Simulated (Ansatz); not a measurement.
In doubt: masses and optical values from hybrid runs of this build are listed as unsure (in some of the runs), which bears on the screening that GW takes from such a start.

Two G0W0 runs on KMgF3 (Pm-3m).

```xyz
5
Lattice="3.9859 0.0000 0.0000 0.0000 3.9859 0.0000 0.0000 0.0000 3.9859" Properties=species:S:1:pos:R:3 pbc="T T T"
K     1.9929    1.9929    1.9929
Mg    0.0000    0.0000    0.0000
F     1.9929    0.0000    0.0000
F     0.0000    1.9929    0.0000
F     0.0000    0.0000    1.9929
```

The cell and positions come from the Crystallography Open Database and are kept as given unless a step says otherwise. PAW set soft_2, made with PBE.

The first (Ansatz 0.2.0; start HSE06, 4×4×4 mesh, 406 empty bands, screening to 200 eV; 1 × NVIDIA H100 80GB HBM3 (shared by 3 runs) with 3 threads of AMD EPYC 7R13 (Zen 3), shared host) gave, on its mesh: starting gap 9.58 eV, G0W0 gap 12.31 eV, RPA ε∞ (mean) 1.83, 32 s.

The second gave: starting gap 7.33 eV, G0W0 gap 11.30 eV, RPA ε∞ (mean) 2.01, 14 s.

What was changed in the input? Choose among start, files, mesh, bands and cutoff, frequency model or another key.

Changed: start from HSE06 to PBE and frequency model from contour deformation to plasmon pole. A jump of this size in the start, with ε∞ moving the other way, marks another functional. Other changes could give like numbers; this is the one that was made.

Limits: not at the basis limit; coarse k mesh.

[Paths, hosts, dates, memory and timing lines, banners, echoed tables and standing remarks are left out of the program output.]

[Logs are printed without paths, hosts, clocks, repeated set-up lines and the standing remarks that a program may print on its own settings, such as how far it seeks lower states.]

[Runs of the session that timed out or met a known fault of the program may be left out.]

[Cells called generated may have been cut or substituted from an entry of the Crystallography Open Database or the Materials Project.]

[Hosts, paths, dates, database ids (printed as entryN), source tags and the programs' standing remarks are cut or masked in the printed files.]
